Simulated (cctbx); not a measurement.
# YTl2CuI6 with cctbx, script by script

Library: cctbx 2025.11. The data are simulated by the first script.

## 1. Simulate the data

run.py:

```python
from cctbx import adptbx, crystal, miller, sgtbx, xray
from cctbx.array_family import flex
from iotbx.shelx import hklf
from scitbx import matrix
import scitbx.random

cs = crystal.symmetry(unit_cell=(11.9, 11.9, 11.9, 90, 90, 90), space_group_symbol='Hall: -F 4 2 3')  # Fm-3m
atoms = [  # label, site, U (iso, or U11 U22 U33 U12 U13 U23 in A^2), occupancy
    ("Tl1", (0.25, 0.75, 0.75), (0.0070, 0.0070, 0.0070, -0.0000, 0.0000, 0.0000), 1),
    ("I1", (0, 0, 0.7552), (0.0062, 0.0062, 0.0061, 0.0000, -0.0000, 0.0000), 1),
    ("Y1", (0.5, 0, 0), (0.0088, 0.0088, 0.0088, -0.0000, 0.0000, -0.0000), 1),
    ("Cu1", (0, 0, 0), (0.0093, 0.0093, 0.0093, -0.0000, -0.0000, -0.0000), 1),
]
xs = xray.structure(crystal_symmetry=cs)
for label, site, u, occ in atoms:
    u = adptbx.u_cif_as_u_star(cs.unit_cell(), u) if isinstance(u, tuple) else u
    xs.add_scatterer(xray.scatterer(label, site=site, u=u, occupancy=occ))
xs.set_inelastic_form_factors(0.56087, "sasaki")
xs.show_summary()
p1 = xs.expand_to_p1()
ms = miller.build_set(p1, anomalous_flag=True, d_min=0.84)
flex.set_random_seed(333270)
scitbx.random.set_random_seed(333270)
ms = ms.select(flex.random_double(ms.size()) < 0.8)
i = ms.structure_factors_from_scatterers(p1, algorithm="direct").f_calc().as_intensity_array().data()
i = i * 70000 / flex.max(i)
sig = flex.sqrt(i + flex.pow2(0.015 * i) + 15 ** 2)
noise = scitbx.random.variate(scitbx.random.normal_distribution())(i.size())
data = ms.array(data=i + sig * noise, sigmas=sig).set_observation_type_xray_intensity()
with open("data.hkl", "w") as f:
    data.export_as_shelx_hklf(f)
print("reflections written:", data.size(), " <I/sigma> = %.1f" % flex.mean(data.data() / data.sigmas()))
for h, a, b in list(data.sort("data"))[:12]:
    print("%4d%4d%4d %9.1f %7.1f" % (h + (a, b)))
```

```console
$ python run.py
```

```text
Number of scatterers: 4
At special positions: 4
Unit cell: (11.9, 11.9, 11.9, 90, 90, 90)
Space group: F m -3 m (No. 225)
reflections written: 9438  <I/sigma> = 4.1
   0  -4   0   71982.8  1082.9
  -4   0   0   70603.6  1082.9
   0   0  -4   70285.6  1082.9
   0   4   0   69166.2  1082.9
   4   0   0   68295.5  1082.9
   4   0   4   56353.1   863.7
   4   4   0   56175.7   863.7
  -4  -4   0   55827.3   863.7
   0  -4  -4   55750.6   863.7
   0   4  -4   55632.3   863.7
   0   4   4   55472.7   863.7
   4  -4   0   55342.7   863.7
```

It took 0.36 s on 1 thread of Arm Neoverse V1 (shared host), peak memory 0.07 GiB.

## 2. Refinement (right model, isotropic)

run.py:

```python
import math
from cctbx import adptbx, crystal, maptbx, sgtbx, xray
from cctbx.array_family import flex
from cctbx.xray import observations
from iotbx.shelx import hklf
from scitbx.lstbx import normal_eqns_solving
from smtbx import absolute_structure, utils
from smtbx.refinement import constraints, least_squares

cs = crystal.symmetry(unit_cell=(11.9, 11.9, 11.9, 90, 90, 90), space_group_symbol='Hall: -F 4 2 3')  # Fm-3m
atoms = [  # label, site, U (iso, or U11 U22 U33 U12 U13 U23 in A^2), occupancy
    ("Tl1", (0.25, 0.75, 0.75), 0.0200, 1),
    ("I1", (0, 0, 0.7506), 0.0200, 1),
    ("Y1", (0.5, 0, 0), 0.0200, 1),
    ("Cu1", (0, 0, 0), 0.0200, 1),
]
xs = xray.structure(crystal_symmetry=cs)
for label, site, u, occ in atoms:
    u = adptbx.u_cif_as_u_star(cs.unit_cell(), u) if isinstance(u, tuple) else u
    xs.add_scatterer(xray.scatterer(label, site=site, u=u, occupancy=occ))
xs.set_inelastic_form_factors(0.56087, "sasaki")
raw = hklf.reader(file_name="data.hkl").as_miller_arrays(crystal_symmetry=cs, anomalous=True)[0]
merged = raw.eliminate_sys_absent().merge_equivalents()
fo2 = merged.array().set_observation_type_xray_intensity()
print("Rint %.3f, %d unique reflections to %.2f A" % (merged.r_int(), fo2.size(), fo2.d_min()))
for sc in xs.scatterers():
    sc.flags.set_grad_site(True)
    sc.flags.set_grad_u_aniso(sc.flags.use_u_aniso())
    sc.flags.set_grad_u_iso(sc.flags.use_u_iso())
obs = fo2.as_xray_observations()
extra = {}
rep = constraints.reparametrisation(xs, [], utils.connectivity_table(xs), **extra)
ls = least_squares.crystallographic_ls(obs, rep, weighting_scheme=least_squares.mainstream_shelx_weighting(a=0, b=0))
print("cycle     R1     wR2    GooF  max shift (A)")
for cycle in range(8):
    ls.build_up()
    r1, wr2, goof = ls.r1_factor(cutoff_factor=2)[0], ls.wR2(), ls.goof()
    old = xs.sites_cart()
    normal_eqns_solving.levenberg_marquardt_iterations(ls, n_max_iterations=3, tau=1e-06, step_threshold=1e-7)
    big = flex.max((xs.sites_cart() - old).norms())
    print("%4d %7.4f %7.4f %7.3f %9.5f" % (cycle + 1, r1, wr2, goof, big))
    ls.build_up(objective_only=True)
    if abs(ls.wR2() - wr2) < 5e-5 and big < 5e-4:
        break
ls.build_up()
print("final R1 %.4f wR2 %.4f GooF %.3f  parameters %d  data/parameter %.1f" % (ls.r1_factor(cutoff_factor=2)[0], ls.wR2(), ls.goof(), ls.n_parameters, fo2.size() / ls.n_parameters))
cov = ls.covariance_matrix_and_annotations()
su = dict(zip(cov.annotations, (math.sqrt(max(v, 0)) for v in cov.matrix.matrix_packed_u_diagonal())))
a2 = cs.unit_cell().reciprocal_parameters()[0] ** -2
print("atom        x        y        z      Ueq    occ   su(xyz)  su(Uiso or U11)")
for sc in xs.scatterers():
    s = max(su.get(sc.label + k, 0) for k in (".x", ".y", ".z"))
    npd = "" if sc.is_positive_definite_u(cs.unit_cell()) else "  NPD"
    print("%-5s %8.5f %8.5f %8.5f %8.4f %6.3f %8.5f %7.4f%s" % ((sc.label,) + sc.site + (sc.u_iso_or_equiv(cs.unit_cell()), sc.occupancy, s, su.get(sc.label + ".uiso", su.get(sc.label + ".u11", 0) * a2), npd)))
fo = fo2.f_sq_as_f()
fc = fo.structure_factors_from_scatterers(xs, algorithm="direct").f_calc()
diff = fo.f_obs_minus_f_calc(1 / math.sqrt(ls.scale_factor()), fc).average_bijvoet_mates()
m = diff.fft_map(symmetry_flags=maptbx.use_space_group_symmetry, resolution_factor=0.25).apply_volume_scaling()
print("difference map: max %.2f min %.2f rms %.2f" % (m.statistics().max(), m.statistics().min(), m.statistics().sigma()))
peaks = m.peak_search(parameters=maptbx.peak_search_parameters(min_distance_sym_equiv=0.6, max_clusters=6)).all()
near = xs.closest_distances(peaks.sites(), distance_cutoff=4)
sps = cs.special_position_settings(min_distance_sym_equiv=0.5)
for k, (x, h) in enumerate(zip(peaks.sites(), peaks.heights())):
    ss = sps.site_symmetry(x)
    print("Q%-3d %7.4f %7.4f %7.4f %4d %7.2f  %.2f A from %s" % ((k + 1,) + tuple(t % 1 for t in ss.exact_site()) + (ss.multiplicity(), h, near.smallest_distances[k], xs.scatterers()[near.i_seqs[k]].label)))
```

```console
$ python run.py
```

```text
Rint 0.016, 106 unique reflections to 0.84 A
cycle     R1     wR2    GooF  max shift (A)
   1  0.1526  0.2680  31.590   0.05513
   2  0.0056  0.0093   1.098   0.00020
   3  0.0051  0.0082   0.968   0.00000
final R1 0.0051 wR2 0.0082 GooF 0.968  parameters 5  data/parameter 21.2
atom        x        y        z      Ueq    occ   su(xyz)  su(Uiso or U11)
Tl1    0.25000  0.75000  0.75000   0.0070  1.000  0.00000  0.0001
I1     0.00000  0.00000  0.75522   0.0061  1.000  0.00001  0.0001
Y1     0.50000  0.00000  0.00000   0.0089  1.000  0.00000  0.0001
Cu1    0.00000  0.00000  0.00000   0.0094  1.000  0.00000  0.0002
difference map: max 0.34 min -0.34 rms 0.07
Q1    0.0000  0.0000  0.3695   24    0.34  1.48 A from I1
Q2    0.1128  0.1128  0.1128   32    0.31  2.33 A from Cu1
Q3    0.0000  0.1705  0.1705   48    0.25  2.21 A from I1
Q4    0.0000  0.0000  0.0926   24    0.21  1.10 A from Cu1
Q5    0.0000  0.0932  0.0932   48    0.20  1.57 A from Cu1
Q6    0.0000  0.1169  0.2499   96    0.19  1.39 A from I1
```

Time: 0.48 s.

## 3. Refinement (right model, anisotropic)

run.py, as its changes from the last script of this kind:

```diff
@@ -12,4 +12,4 @@
-    ("Tl1", (0.25, 0.75, 0.75), 0.0200, 1),
-    ("I1", (0, 0, 0.7506), 0.0200, 1),
-    ("Y1", (0.5, 0, 0), 0.0200, 1),
-    ("Cu1", (0, 0, 0), 0.0200, 1),
+    ("Tl1", (0.25, 0.75, 0.75), 0.0070, 1),
+    ("I1", (0, 0, 0.75522), 0.0061, 1),
+    ("Y1", (0.5, 0, 0), 0.0089, 1),
+    ("Cu1", (0, 0, 0), 0.0094, 1),
@@ -21,0 +22 @@
+xs.convert_to_anisotropic()
```

```console
$ python run.py
```

```text
Rint 0.016, 106 unique reflections to 0.84 A
cycle     R1     wR2    GooF  max shift (A)
   1  0.0051  0.0083   0.979   0.00005
   2  0.0051  0.0082   0.971   0.00000
final R1 0.0051 wR2 0.0082 GooF 0.971  parameters 6  data/parameter 17.7
atom        x        y        z      Ueq    occ   su(xyz)  su(Uiso or U11)
Tl1    0.25000  0.75000  0.75000   0.0070  1.000  0.00000  0.0001
I1     0.00000  0.00000  0.75522   0.0061  1.000  0.00001  0.0001
Y1     0.50000  0.00000  0.00000   0.0089  1.000  0.00000  0.0001
Cu1    0.00000  0.00000  0.00000   0.0094  1.000  0.00000  0.0002
difference map: max 0.34 min -0.34 rms 0.07
Q1    0.0000  0.0000  0.3699   24    0.34  1.49 A from I1
Q2    0.1129  0.1129  0.1129   32    0.30  2.33 A from Cu1
Q3    0.0000  0.1705  0.1705   48    0.25  2.21 A from I1
Q4    0.0000  0.0000  0.0948   24    0.21  1.13 A from Cu1
Q5    0.0000  0.0932  0.0932   48    0.20  1.57 A from Cu1
Q6    0.0000  0.1164  0.2497   96    0.19  1.39 A from I1
```

Time: 0.45 s.

## 4. Refinement

run.py, as its changes from the last script of this kind:

```diff
@@ -24 +24 @@
-merged = raw.eliminate_sys_absent().merge_equivalents()
+merged = raw.eliminate_sys_absent().resolution_filter(d_min=1.3).merge_equivalents()
@@ -36 +36 @@
-for cycle in range(8):
+for cycle in range(12):
```

```console
$ python run.py
```

```text
Rint 0.013, 37 unique reflections to 1.31 A
cycle     R1     wR2    GooF  max shift (A)
   1  0.0038  0.0078   0.999   0.00022
   2  0.0037  0.0069   0.888   0.00000
final R1 0.0037 wR2 0.0069 GooF 0.888  parameters 6  data/parameter 6.2
atom        x        y        z      Ueq    occ   su(xyz)  su(Uiso or U11)
Tl1    0.25000  0.75000  0.75000   0.0068  1.000  0.00000  0.0003
I1     0.00000  0.00000  0.75520   0.0062  1.000  0.00003  0.0003
Y1     0.50000  0.00000  0.00000   0.0085  1.000  0.00000  0.0006
Cu1    0.00000  0.00000  0.00000   0.0090  1.000  0.00000  0.0008
difference map: max 0.22 min -0.22 rms 0.04
Q1    0.0000  0.0000  0.1094   24    0.22  1.30 A from Cu1
Q2    0.2500  0.2500  0.2500    8    0.12  0.00 A from Tl1
Q3    0.1804  0.1804  0.1804   32    0.10  1.43 A from Tl1
Q4    0.0000  0.1037  0.2188   96    0.08  1.27 A from I1
Q5    0.0000  0.2500  0.2500   24    0.08  2.98 A from Tl1
Q6    0.0000  0.1457  0.1457   48    0.07  2.10 A from I1
```

Time: 0.43 s.

This run holds a fault made on purpose: data cut at low resolution.

## 5. Refinement

run.py, as its changes from the last script of this kind:

```diff
@@ -15,0 +16 @@
+    ("Cu2", (0.664, 0.519, 0.907), 0.0300, 1),
@@ -22 +22,0 @@
-xs.convert_to_anisotropic()
@@ -24 +24 @@
-merged = raw.eliminate_sys_absent().resolution_filter(d_min=1.3).merge_equivalents()
+merged = raw.eliminate_sys_absent().merge_equivalents()
```

```console
$ python run.py
```

```text
Rint 0.016, 106 unique reflections to 0.84 A
cycle     R1     wR2    GooF  max shift (A)
   1  0.7698  0.9698 116.050   0.04892
   2  0.7226  0.9538 114.132   0.04531
   3  0.7115  0.9484 113.480   0.04644
   4  0.6985  0.9416 112.675   0.05577
   5  0.6773  0.9308 111.373   0.09112
   6  0.6230  0.9020 107.936   0.22677
   7  0.4012  0.7317  87.549   0.31153
   8  0.1212  0.2844  34.026   0.20031
   9  0.0496  0.1298  15.536   0.04627
  10  0.0486  0.1297  15.521   0.02185
  11  0.0491  0.1297  15.517   0.02046
  12  0.0495  0.1297  15.523   0.01948
final R1 0.0497 wR2 0.1297 GooF 15.519  parameters 8  data/parameter 13.2
atom        x        y        z      Ueq    occ   su(xyz)  su(Uiso or U11)
Tl1    0.25000  0.75000  0.75000   0.0070  1.000  0.00000  0.0010
I1     0.00000  0.00000  0.74475   0.0065  1.000  0.00018  0.0011
Y1     0.50000  0.00000  0.00000   0.0298  1.000  0.00000  0.0030
Cu1    0.00000  0.00000  0.00000   0.0001  1.000  0.00000  0.0023
Cu2    0.73244  0.50000  0.86533   0.9979  1.000  0.01195  0.1328
difference map: max 20.10 min -2.21 rms 0.73
Q1    0.0000  0.0000  0.0000    4   20.10  0.00 A from Cu1
Q2    0.0000  0.0000  0.3987   24    1.93  1.21 A from Y1
Q3    0.0553  0.0553  0.4447   32    1.87  1.14 A from Y1
Q4    0.2134  0.2134  0.2134   32    1.72  0.75 A from Tl1
Q5    0.1817  0.2500  0.2500   48    1.63  0.81 A from Tl1
Q6    0.0000  0.0712  0.0712   48    1.01  1.20 A from Cu1
```

Time: 0.79 s.

This run holds a fault made on purpose: spurious atom: Cu2.

## 6. Refinement

run.py, as its changes from the last script of this kind:

```diff
@@ -13,2 +13,2 @@
-    ("I1", (0, 0, 0.75522), 0.0061, 1),
-    ("Y1", (0.5, 0, 0), 0.0089, 1),
+    ("Y1", (0, 0, 0.75522), 0.0061, 1),
+    ("I1", (0.5, 0, 0), 0.0089, 1),
@@ -16 +15,0 @@
-    ("Cu2", (0.664, 0.519, 0.907), 0.0300, 1),
@@ -22,0 +22 @@
+xs.convert_to_anisotropic()
```

```console
$ python run.py
```

```text
Rint 0.016, 106 unique reflections to 0.84 A
cycle     R1     wR2    GooF  max shift (A)
   1  0.2334  0.4097  48.534   0.00238
   2  0.1184  0.2100  24.880   0.00004
final R1 0.1182 wR2 0.2100 GooF 24.879  parameters 6  data/parameter 17.7
atom        x        y        z      Ueq    occ   su(xyz)  su(Uiso or U11)
Tl1    0.25000  0.75000  0.75000   0.0013  1.000  0.00000  0.0016
Y1     0.00000  0.00000  0.75502  -0.0129  1.000  0.00031  0.0019  NPD
I1     0.50000  0.00000  0.00000   0.0229  1.000  0.00000  0.0037
Cu1    0.00000  0.00000  0.00000   0.0116  1.000  0.00000  0.0052
difference map: max 17.77 min -5.16 rms 1.73
Q1    0.0000  0.0000  0.2450   24   17.87  0.00 A from Y1
Q2    0.2500  0.2500  0.2500    8    8.92  0.00 A from Tl1
Q3    0.0000  0.0000  0.0000    4    5.42  0.00 A from Cu1
Q4    0.0956  0.0956  0.0956   32    1.34  1.97 A from Cu1
Q5    0.0000  0.0000  0.3797   24    1.29  1.43 A from I1
Q6    0.0852  0.0852  0.2957   96    1.19  1.56 A from Y1
```

It took 0.48 s on 1 thread of Arm Neoverse V1, with other jobs on the host, peak memory 0.09 GiB.

This run holds a fault made on purpose: elements exchanged: I1 is Y and Y1 is I.

[Logs are printed without paths, hosts, clocks, repeated set-up lines and the standing remarks that a program may print on its own settings, such as how far it seeks lower states.]
